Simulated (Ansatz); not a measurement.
# Work function of Ta(110): what the settings cost and change

How thick a slab and how much vacuum does the work function of Ta(110) need?

Program: Ansatz 0.2.0. Level of theory: plane-wave DFT, PBE, Ansatz PAW. Results are calculated unless marked as measured.

Experimental background.

“Anisotropic work function of elemental crystals” (2019, arxiv:1902.07811) quotes from earlier work for Ta (clean (110) face, a compiled value): work function (clean (110) face, a compiled value) 4.74 eV.

**1. The starting structure**

The cell holds 1 atom: 1 Ta. Cell: a = 2.867 Å, b = 2.867 Å, c = 18.000 Å, α = 90.0°, β = 90.0°, γ = 70.5°. Vacuum lies along c.

**2. Run, setting 1 layer**

A work function rests on the faint tail of the density, so the SCF threshold is tight. The slab grows from one layer, at fixed mesh and 18 Å of vacuum; then the vacuum is varied on one slab.

File input.yaml:

```yaml
crystal:
  lattice:
    - [2.3405234457, -1.655, 0.0]
    - [2.3405234457, 1.655, 0.0]
    - [0.0, 0.0, 18.0]
  atoms:
    - { symbol: Ta, position: [0.0, 0.0, 0.5] }
kpoints:
  mp_grid: { grid: [15, 15, 1] }
hamiltonian:
  xc: pbe
scf:
  occupations: { method: fermi_dirac, width: 0.1 }
  convergence: { dr2_threshold: 1.0e-09 }
efield:
  axis: 3
  dipole_correction: true
  ramp_position: 0.97
  ramp_width: 0.06
output:
  write_potential: true
  write_density: true
  volumetric_format: npy
  elf: true
```

Launch:

```sh
ansatz run input.yaml --threads 2 --pin off --max-ram 3072MiB --backend cpu --events-out ev --progress --plain --runs-dir out
```

Numbers of over 12 decimals in the logs are rounded to 6 here.

Output:

```text
Engine: ansatz 0.2.0, aarch64-unknown-linux-gnu
Pseudopotentials: kind: paw
Pseudopotential: Ta, paw, valence charge 13, recommended cutoff 420 eV (normal), Ta.paw.azcp
Functional definition: PBE
  parameter kappa = 0.804
  parameter beta = 0.066725
  exchange = pbe_x(kappa = kappa, mu = beta*pi^2/3)
  correlation = pbe_c(beta = beta)
Crystal: 1 atoms, lattice volume = 139.448 Å³
Basis set: ecut = 420 eV, 2731 PW (Γ)
Bands: 11, of which v1, the nominal top of the filled ones, is band 7 counted from 1 (6 counted from 0)
Symmetry: 4 space group operations
k-points: 64 of 225
Non-local potential: Ta, projectors of the file, l = 0: 3, l = 1: 2, l = 2: 2, l = 3: 1
PAW form: soft (Blöchl's): semilocal exchange-correlation on the pseudo side does not see the compensation charge
PAW one-centre angular grid: Ta, 590 points (default); XC on 64 Gauss nodes
Initial density: superposition of atomic densities (neutral atoms: chi_scale 0, normalization atom), corrected by the library's trained network
Initial wavefunctions: pseudopotential atomic-orbital guess
Functional: x = pbe(κ = 0.804, μ = 0.219515), c = pbe(β = 0.066725)
SCF iter   1: F=—  HF=-9929.408705 eV  |F-HF|=—  |Δ(HF+E_count)|=         —  Δρ=2.66e-3  dr2=1.78e-2  ethr=1.77e-3  p=0.000 e·Å  D=2.51e-16 V/Å  ΔV_dip=-0.00 eV  dr2_dipole=6.71e-11  V_vac-E_F(+/−)=4.25/4.25 eV  ⟨swp⟩=6.0  Hψ=4501  notcnv=0
efield: sawtooth ramp at fractional position 0.9700 (set: `efield.ramp_position`, or a place that a band, a saddle search or an elastic batch's reference lends), width 0.0600; the density the first Hamiltonian is built on has a dipole p = 0.000 e·Å; the dipole correction subtracts the counter field D = 2.51e-16 V/Å, which shifts the + side's vacuum level by -0.00 eV against the − side's; the planar-averaged density in the ramp window peaks in size at 2.1e-5 e/Å³
preconditioner: auto → LDOS  [metal: Δε(μ)=0.019 eV  Ē_g=4.483 eV  σ=0.100 eV  W_gap=0.05  n_scr=10 (ndim 8)  ℏωp=7.0 eV  f_vac=0.719  D(μ)=2.14/eV (n_scr^D=8)  β→1.0]
SCF iter   2: F=—  HF=-9929.411169 eV  |F-HF|=—  |Δ(HF+E_count)|=   2.46e-3  Δρ=1.33e-3  dr2=1.77e-3  ethr=1.37e-4  p=0.000 e·Å  D=1.74e-6 V/Å  ΔV_dip=-0.00 eV  dr2_dipole=7.85e-11  V_vac-E_F(+/−)=4.69/4.69 eV  ⟨swp⟩=2.4  Hψ=1647  notcnv=0
SCF iter   3: F=—  HF=-9929.411417 eV  |F-HF|=—  |Δ(HF+E_count)|=   2.47e-4  Δρ=3.90e-4  dr2=5.35e-4  ethr=1.36e-5  p=0.000 e·Å  D=3.68e-7 V/Å  ΔV_dip=-0.00 eV  dr2_dipole=3.08e-12  V_vac-E_F(+/−)=4.73/4.73 eV  ⟨swp⟩=2.5  Hψ=1144  notcnv=0
SCF iter   4: F=—  HF=-9929.411352 eV  |F-HF|=—  |Δ(HF+E_count)|=   6.50e-5  Δρ=1.11e-4  dr2=3.89e-5  ethr=4.12e-6  p=0.000 e·Å  D=2.04e-7 V/Å  ΔV_dip=-0.00 eV  dr2_dipole=2.13e-12  V_vac-E_F(+/−)=4.77/4.77 eV  ⟨swp⟩=1.4  Hψ=768  notcnv=0
SCF iter   5: F=—  HF=-9929.411375 eV  |F-HF|=—  |Δ(HF+E_count)|=   2.31e-5  Δρ=3.54e-5  dr2=5.16e-6  ethr=3.00e-7  p=-0.000 e·Å  D=-8.38e-8 V/Å  ΔV_dip=0.00 eV  dr2_dipole=2.45e-12  V_vac-E_F(+/−)=4.79/4.79 eV  ⟨swp⟩=2.4  Hψ=900  notcnv=0
SCF iter   6: F=—  HF=-9929.411373 eV  |F-HF|=—  |Δ(HF+E_count)|=   1.72e-6  Δρ=1.34e-5  dr2=1.89e-7  ethr=3.97e-8  p=0.000 e·Å  D=3.84e-8 V/Å  ΔV_dip=-0.00 eV  dr2_dipole=6.85e-13  V_vac-E_F(+/−)=4.79/4.79 eV  ⟨swp⟩=2.1  Hψ=870  notcnv=0
SCF iter   7: F=—  HF=-9929.411375 eV  |F-HF|=—  |Δ(HF+E_count)|=   1.77e-6  Δρ=1.45e-6  dr2=1.47e-9  ethr=1.46e-9  p=-0.000 e·Å  D=-7.64e-8 V/Å  ΔV_dip=0.00 eV  dr2_dipole=1.39e-12  V_vac-E_F(+/−)=4.80/4.80 eV  ⟨swp⟩=2.0  Hψ=880  notcnv=0
SCF iter   8: F=-9929.411375 eV  HF=-9929.411375 eV  |F-HF|=2.00e-11  |Δ(HF+E_count)|=   2.53e-9  Δρ=2.06e-7  dr2=8.71e-11  ethr=7.69e-12  p=0.000 e·Å  D=8.29e-8 V/Å  ΔV_dip=-0.00 eV  dr2_dipole=1.94e-12  V_vac-E_F(+/−)=4.80/4.80 eV  ⟨swp⟩=5.1  Hψ=2539  notcnv=0
SCF 1 converged in 8 iterations: F = -9929.411375 eV  dr2 = 8.71e-11
  greatest PAW one-centre occupation: 0.999 electrons in one spin orbital (limit 2), on the Ta atom at site 0 (counted from 0), in its partial waves of l = 0
WARN: The output density's exchange-correlation potential varies sharply where the density is thin. Do not read a vacuum level from v_tot or v_xc, or from such a field of the output density. On a cell that repeats whose density bears no net charge and no dipole along the vacuum's axis use v_es (v_loc + v_h of the components); under efield.dipole_correction with no amplitude use v_es + v_field, which holds any externa [...]
SCF converged after 8 iterations
Free energy (F): -9929.411375 eV
Harris-Foulkes:  -9929.411375 eV  (|F-HF|=2.00e-11)
Internal energy: -9929.341803 eV  (E = F + TS)
E sigma→0 (E₀):  -9929.376589 eV
Entropy (-TS):   -0.069572 eV (-69.572 meV/atom)
Fermi energy:    -1.538965 eV
Dipole field:    D = -0.000002 V/Å  (p = -0.000002 e·Å, saw-weighted, corrected)
Work function:   Φ+ = 4.7964 eV   Φ− = 4.7964 eV
Levels:          The Fermi level and band energies are counted from a zero that moves with the ramp; work functions are not
--- Per-component energies (eV) ---
  E_band       = -370.055695
  E_kinetic    = 359.237649
  E_local      = -5451.383846  (includes V_loc(G=0)·N_el)
  E_nonlocal   = 14.371771
  E_hartree    = 2508.852243
  E_xc         = -214.274898
  E_vxc        = -198.430449  (∫ρ·V_xc dr)
  E_paw        = -8395.694191  (= ΣΔE_a)
  E_vpaw       = -111.556028  (= ΣTr[D̂ρ^β])
  E_aug_tail   = 0.000146  (compensation charges beyond the density's cutoff)
  E_efield     = 0.000000  (sawtooth field / dipole correction)
  E_vefield    = 0.000000  (∫n·V_field dr)
  E_ewald      = 1249.549323
  E_smearing   = -0.069572  (= −TS)
  E_closure    = 0.000000  (closes the sum)
  Σ components = -9929.411375   (vs F -9929.411375, Δ=0.00e0)
--- Band table (eV; the first three rows and the last of 64) ---
  k-point 0: bands = [... 3 lower, -35.3302, -7.0730, -2.3420, -2.1779, -1.0688, 1.5952, 1.7406, 2.3781]
  k-point 1: bands = [... 3 lower, -35.3499, -6.9209, -2.3100, -2.1062, -1.1367, 1.5574, 1.7332, 2.2989]
  k-point 2: bands = [... 3 lower, -35.3931, -6.4887, -2.2547, -1.8719, -1.3498, 1.5178, 1.7727, 2.1611]
  k-point 63: bands = [... 3 lower, -35.9986, -4.3244, -2.5853, -0.2279, 0.3345, 1.8185, 5.3603, 5.8508]
```

Elapsed: 15 s, on 2 threads of Arm Neoverse N1, shared host; peak memory 0.45 GiB.

This step gave:

* energy at zero smearing: -9929.3766 eV
* work function, upper face: 4.796 eV

Running mean over 2.341 Å of the planar mean; the ramp of the sawtooth is left out. The electron's electrostatic potential energy less the Fermi level by z:

| z (Å) | electron's electrostatic potential energy less the Fermi level (eV) |
| --- | --- |
| 2.88 | 4.80 |
| 3.17 | 4.80 |
| 3.60 | 4.80 |
| 3.89 | 4.80 |
| 4.18 | 4.79 |
| 4.46 | 4.79 |
| 4.90 | 4.78 |
| 5.18 | 4.77 |
| 5.47 | 4.75 |
| 5.90 | 4.66 |
| 6.19 | 4.52 |
| 6.48 | 4.26 |
| 6.91 | 3.35 |
| 7.20 | 2.05 |
| 7.49 | -0.0496 |
| 7.78 | -2.85 |
| 8.21 | -7.04 |
| 8.50 | -8.91 |
| 8.78 | -9.88 |
| 9.22 | -9.88 |
| 9.50 | -8.91 |
| 9.79 | -7.04 |
| 10.22 | -2.85 |
| 10.51 | -0.0497 |
| 10.80 | 2.05 |
| 11.09 | 3.35 |
| 11.52 | 4.26 |
| 11.81 | 4.52 |
| 12.10 | 4.66 |
| 12.53 | 4.75 |
| 12.82 | 4.77 |
| 13.10 | 4.78 |
| 13.54 | 4.79 |
| 13.82 | 4.79 |
| 14.11 | 4.80 |
| 14.40 | 4.80 |
| 14.83 | 4.80 |
| 15.12 | 4.80 |

Valence density in the ca plane at fractional y = 0.000, with atoms of Ta within 0.2 Å of it. It is the smooth field of the valence electrons, not physical close to the nuclei.

Ten steps, logarithmic in the rise over the least value, from '0' (0.0 e/Å³) to '9' (4.2 e/Å³), each cell a mean:
```
00000000000000000014899962100000000000000000
00000000000000000013689742100000000000000000
00000000000000000013466532100000000000000000
00000000000000000012344432100000000000000000
00000000000000000012455432100000000000000000
00000000000000000013578642100000000000000000
00000000000000000013799852100000000000000000
00000000000000000014899962100000000000000000
```
Columns run along c (18.0 Å), rows up along a (2.9 Å). Atoms in or near the plane, at fractional coordinates: Ta at (0.50, 0.00).

ELF in the ca plane at fractional y = 0.000, with atoms of Ta within 0.2 Å of it. It is the smooth field of the valence electrons, not physical close to the nuclei.

Values, 5 rows by 16 columns, each cell a mean:
```
0.00 0.00 0.00 0.00 0.00 0.02 0.07 0.46 0.52 0.08 0.03 0.00 0.00 0.00 0.00 0.00
0.00 0.00 0.00 0.00 0.00 0.05 0.25 0.34 0.36 0.28 0.07 0.01 0.00 0.00 0.00 0.00
0.00 0.00 0.00 0.00 0.00 0.06 0.36 0.42 0.38 0.42 0.09 0.01 0.00 0.00 0.00 0.00
0.00 0.00 0.00 0.00 0.00 0.04 0.17 0.38 0.45 0.19 0.05 0.00 0.00 0.00 0.00 0.00
0.00 0.00 0.00 0.00 0.00 0.02 0.05 0.44 0.46 0.06 0.03 0.00 0.00 0.00 0.00 0.00
```
Columns run along c (18.0 Å), rows up along a (2.9 Å). Atoms in or near the plane, at fractional coordinates: Ta at (0.50, 0.00).

Electrostatic potential energy in the ca plane at fractional y = 0.000, with atoms of Ta within 0.2 Å of it. With pseudopotentials it is smooth inside the atoms' cores, unlike the true potential.

Ten even steps from '0' (-39 eV) to '9' (3 eV), each cell a mean:
```
99999999999999999986100047999999999999999999
99999999999999999997410268999999999999999999
99999999999999999998755689999999999999999999
99999999999999999999887899999999999999999999
99999999999999999999876789999999999999999999
99999999999999999998632478999999999999999999
99999999999999999987200058999999999999999999
99999999999999999986100037999999999999999999
```
Columns run along c (18.0 Å; values clipped at the 3rd and 97th percentile), rows up along a (2.9 Å). Atoms in or near the plane, at fractional coordinates: Ta at (0.50, 0.00).

The work function is 4.796 eV.

**3. Run, 2 atoms**

System of this step: Ta(110). The cell holds 2 atoms: 2 Ta. Cell: a = 2.867 Å, b = 2.867 Å, c = 20.341 Å, α = 90.0°, β = 90.0°, γ = 70.5°. Vacuum lies along c.

input.yaml, the sections that differ from step 2:

```yaml
crystal:
  lattice:
    - [2.3405234457, -1.655, 0.0]
    - [2.3405234457, 1.655, 0.0]
    - [0.0, 0.0, 20.3405234457]
  atoms:
    - { symbol: Ta, position: [0.0, 0.0, 0.4424664893] }
    - { symbol: Ta, position: [0.5, 0.5, 0.5575335107] }
output:
  write_potential: true
  write_density: true
  volumetric_format: npy
# kpoints, hamiltonian, scf, efield: as in step 2
```

Output:

```text
[...]
Crystal: 2 atoms, lattice volume = 157.581 Å³
Basis set: ecut = 420 eV, 3085 PW (Γ)
Bands: 17, of which v1, the nominal top of the filled ones, is band 13 counted from 1 (12 counted from 0)
Symmetry: 4 space group operations
k-points: 64 of 225
[...]
k-point 0: bands = [... 9 lower, -3.9514, -0.4485, 0.2635, 0.6514, 0.7753, 1.5974, 2.6575, 3.9881]
  k-point 1: bands = [... 9 lower, -3.8006, -0.4236, 0.2287, 0.6520, 0.8635, 1.4587, 2.6851, 3.9134]
  k-point 2: bands = [... 9 lower, -3.3815, -0.3769, 0.1349, 0.5703, 1.0567, 1.2375, 2.7796, 3.8502]
  k-point 63: bands = [... 9 lower, -2.3123, -1.9625, 0.4216, 1.2876, 2.7865, 3.5150, 3.9235, 4.2630]
[key lines of the parts left out:]
SCF converged after 8 iterations
Free energy (F): -19862.138638 eV
Fermi energy:    0.876621 eV
Dipole field:    D = -0.000000 V/Å  (p = -0.000000 e·Å, saw-weighted, corrected)
Work function:   Φ+ = 4.7013 eV   Φ− = 4.7012 eV
```

Wall time 23 s (2 threads); peak memory 0.45 GiB; 43 s of CPU time.

The work function is 4.701 eV, -0.095 eV from the run “1 layer”, at 1.6 times its CPU time.

**4. Run, 3 atoms**

System of this step: Ta(110). The cell holds 3 atoms: 3 Ta. Its edges and angles: a = 2.867 Å, b = 2.867 Å, c = 22.681 Å, α = 90.0°, β = 90.0°, γ = 70.5°. Vacuum lies along c.

input.yaml, the sections that differ from step 3:

```yaml
crystal:
  lattice:
    - [2.3405234457, -1.655, 0.0]
    - [2.3405234457, 1.655, 0.0]
    - [0.0, 0.0, 22.6810468915]
  atoms:
    - { symbol: Ta, position: [0.0, 0.0, 0.3968070805] }
    - { symbol: Ta, position: [0.5, 0.5, 0.5] }
    - { symbol: Ta, position: [0.0, 0.0, 0.6031929195] }
# kpoints, hamiltonian, scf, efield, output: as in step 3
```

Output:

```text
[...]
Crystal: 3 atoms, lattice volume = 175.713 Å³
Basis set: ecut = 420 eV, 3449 PW (Γ)
Bands: 24, of which v1, the nominal top of the filled ones, is band 20 counted from 1 (19 counted from 0)
Symmetry: 4 space group operations
k-points: 64 of 225
[...]
--- Band table (eV; the first three rows and the last of 64) ---
  k-point 0: bands = [... 16 lower, 1.8846, 2.1815, 2.3666, 2.7787, 3.0021, 3.5534, 3.9421, 5.8378]
  k-point 1: bands = [... 16 lower, 1.9007, 2.1531, 2.3304, 2.7776, 3.0120, 3.3889, 3.9781, 5.7288]
  k-point 2: bands = [... 16 lower, 1.9270, 2.0502, 2.1806, 2.6235, 2.9979, 3.2819, 4.0991, 5.5765]
  k-point 63: bands = [... 16 lower, 1.0261, 1.6515, 3.6080, 3.7712, 4.4016, 5.0416, 5.3936, 6.7001]
[key lines of the parts left out:]
SCF converged after 9 iterations
Free energy (F): -29794.484631 eV
Fermi energy:    2.640876 eV
Dipole field:    D = -0.000002 V/Å  (p = -0.000002 e·Å, saw-weighted, corrected)
Work function:   Φ+ = 4.7896 eV   Φ− = 4.7896 eV
```

It took 37 s on 2 threads; peak memory 0.54 GiB; 70 s of CPU time.

The work function is 4.790 eV, +0.088 eV from the run “2 layers”, at 1.6 times its CPU time.

**5. Run, 4 atoms**

System of this step: Ta(110). The cell holds 4 atoms: 4 Ta. Its edges and angles: a = 2.867 Å, b = 2.867 Å, c = 25.022 Å, α = 90.0°, β = 90.0°, γ = 70.5°. Vacuum lies along c.

input.yaml, the sections that differ from step 4:

```yaml
crystal:
  lattice:
    - [2.3405234457, -1.655, 0.0]
    - [2.3405234457, 1.655, 0.0]
    - [0.0, 0.0, 25.0215703372]
  atoms:
    - { symbol: Ta, position: [0.0, 0.0, 0.3596896549] }
    - { symbol: Ta, position: [0.5, 0.5, 0.453229885] }
    - { symbol: Ta, position: [0.0, 0.0, 0.546770115] }
    - { symbol: Ta, position: [0.5, 0.5, 0.6403103451] }
# kpoints, hamiltonian, scf, efield, output: as in step 4
```

Output:

```text
[...]
Crystal: 4 atoms, lattice volume = 193.845 Å³
Basis set: ecut = 420 eV, 3793 PW (Γ)
Bands: 32, of which v1, the nominal top of the filled ones, is band 26 counted from 1 (25 counted from 0)
Symmetry: 4 space group operations
k-points: 64 of 225
[...]
k-point 0: bands = [... 22 lower, 3.6217, 3.7539, 3.9004, 4.3598, 4.4622, 4.6126, 5.1798, 5.2216, ... 2 higher]
  k-point 1: bands = [... 22 lower, 3.5766, 3.7563, 3.9004, 4.2196, 4.4403, 4.6508, 4.9938, 5.2577, ... 2 higher]
  k-point 2: bands = [... 22 lower, 3.4409, 3.6913, 3.8797, 3.9326, 4.2494, 4.5497, 4.9453, 5.3779, ... 2 higher]
  k-point 63: bands = [... 22 lower, 2.9348, 3.3424, 4.1358, 5.5816, 5.6066, 6.3806, 6.5330, 6.6815, ... 2 higher]
[key lines of the parts left out:]
SCF converged after 9 iterations
Free energy (F): -39726.770362 eV
Fermi energy:    4.099117 eV
Dipole field:    D = -0.000001 V/Å  (p = -0.000001 e·Å, saw-weighted, corrected)
Work function:   Φ+ = 4.8151 eV   Φ− = 4.8151 eV
```

Wall time 48 s (2 threads); peak memory 0.65 GiB.

The work function is 4.815 eV, +0.025 eV from the run “3 layers”, at 1.3 times its CPU time.

**6. Slab, 5 atoms**

System of this step: Ta(110). The cell holds 5 atoms: 5 Ta. Cell: a = 2.867 Å, b = 2.867 Å, c = 27.362 Å, α = 90.0°, β = 90.0°, γ = 70.5°. Vacuum lies along c.

input.yaml, the sections that differ from step 5:

```yaml
crystal:
  lattice:
    - [2.3405234457, -1.655, 0.0]
    - [2.3405234457, 1.655, 0.0]
    - [0.0, 0.0, 27.3620937829]
  atoms:
    - { symbol: Ta, position: [0.0, 0.0, 0.3289221969] }
    - { symbol: Ta, position: [0.5, 0.5, 0.4144610985] }
    - { symbol: Ta, position: [0.0, 0.0, 0.5] }
    - { symbol: Ta, position: [0.5, 0.5, 0.5855389015] }
    - { symbol: Ta, position: [0.0, 0.0, 0.6710778031] }
# kpoints, hamiltonian, scf, efield, output: as in step 5
```

Output:

```text
[...]
Crystal: 5 atoms, lattice volume = 211.978 Å³
Basis set: ecut = 420 eV, 4153 PW (Γ)
Bands: 39, of which v1, the nominal top of the filled ones, is band 33 counted from 1 (32 counted from 0)
Symmetry: 4 space group operations
k-points: 64 of 225
[...]
k-point 0: bands = [... 29 lower, 4.9741, 5.2647, 5.5791, 5.7381, 5.8243, 5.9544, 6.3483, 6.5140, ... 2 higher]
  k-point 1: bands = [... 29 lower, 4.9406, 5.2694, 5.4921, 5.6037, 5.7935, 5.9878, 6.3114, 6.3834, ... 2 higher]
  k-point 2: bands = [... 29 lower, 4.8079, 5.1694, 5.3021, 5.3876, 5.5790, 5.8413, 6.2738, 6.5083, ... 2 higher]
  k-point 63: bands = [... 29 lower, 4.8670, 5.1434, 6.1707, 7.0327, 7.0425, 7.5341, 7.6426, 8.4456, ... 2 higher]
[key lines of the parts left out:]
SCF converged after 9 iterations
Free energy (F): -49659.027168 eV
Fermi energy:    5.343404 eV
Dipole field:    D = -0.000000 V/Å  (p = -0.000000 e·Å, saw-weighted, corrected)
Work function:   Φ+ = 4.7913 eV   Φ− = 4.7913 eV
```

It took 64 s on 2 threads; peak memory 0.76 GiB.

The work function is 4.791 eV, -0.024 eV from the run “4 layers”, at 1.3 times its CPU time.

**7. Run, 6 atoms**

System of this step: Ta(110). The cell holds 6 atoms: 6 Ta. Cell: a = 2.867 Å, b = 2.867 Å, c = 29.703 Å, α = 90.0°, β = 90.0°, γ = 70.5°. Vacuum lies along c.

input.yaml, the sections that differ from step 6:

```yaml
crystal:
  lattice:
    - [2.3405234457, -1.655, 0.0]
    - [2.3405234457, 1.655, 0.0]
    - [0.0, 0.0, 29.7026172286]
  atoms:
    - { symbol: Ta, position: [0.0, 0.0, 0.3030036017] }
    - { symbol: Ta, position: [0.5, 0.5, 0.381802161] }
    - { symbol: Ta, position: [0.0, 0.0, 0.4606007203] }
    - { symbol: Ta, position: [0.5, 0.5, 0.5393992797] }
    - { symbol: Ta, position: [0.0, 0.0, 0.618197839] }
    - { symbol: Ta, position: [0.5, 0.5, 0.6969963983] }
# kpoints, hamiltonian, scf, efield, output: as in step 6
```

Output:

```text
[...]
Crystal: 6 atoms, lattice volume = 230.110 Å³
Basis set: ecut = 420 eV, 4525 PW (Γ)
Bands: 47, of which v1, the nominal top of the filled ones, is band 39 counted from 1 (38 counted from 0)
Symmetry: 4 space group operations
k-points: 64 of 225
[...]
k-point 0: bands = [... 35 lower, 6.0679, 6.4518, 6.4879, 6.7213, 6.9319, 6.9770, 7.0239, 7.3145, ... 4 higher]
  k-point 1: bands = [... 35 lower, 6.0502, 6.3182, 6.4824, 6.6506, 6.8187, 6.8871, 7.0746, 7.3479, ... 4 higher]
  k-point 2: bands = [... 35 lower, 6.0169, 6.0521, 6.3260, 6.4565, 6.5965, 6.6662, 6.9075, 7.3618, ... 4 higher]
  k-point 63: bands = [... 35 lower, 5.6183, 6.5638, 6.5808, 7.6360, 8.1921, 8.4767, 8.5118, 8.6742, ... 4 higher]
[key lines of the parts left out:]
SCF converged after 9 iterations
Free energy (F): -59591.300408 eV
Fermi energy:    6.392816 eV
Dipole field:    D = -0.000001 V/Å  (p = -0.000001 e·Å, saw-weighted, corrected)
Work function:   Φ+ = 4.7804 eV   Φ− = 4.7803 eV
```

Run time: 93 s. Hardware: 2 threads; peak memory 0.89 GiB; 3 min of CPU time.

The work function is 4.780 eV, -0.011 eV from the run “5 layers”, at 1.5 times its CPU time.

[end of part 1 of 2]

[Logs are printed without paths, hosts, clocks, repeated set-up lines and the standing remarks that a program may print on its own settings, such as how far it seeks lower states.]

[Hosts, paths, dates, database ids (printed as entryN), source tags and the programs' standing remarks are cut or masked in the printed files.]

[Maps of the electrostatic potential energy from Ansatz leave out the sawtooth potential of an applied field or a dipole correction, so their vacuum need not be flat; planar profiles and work functions include it.]
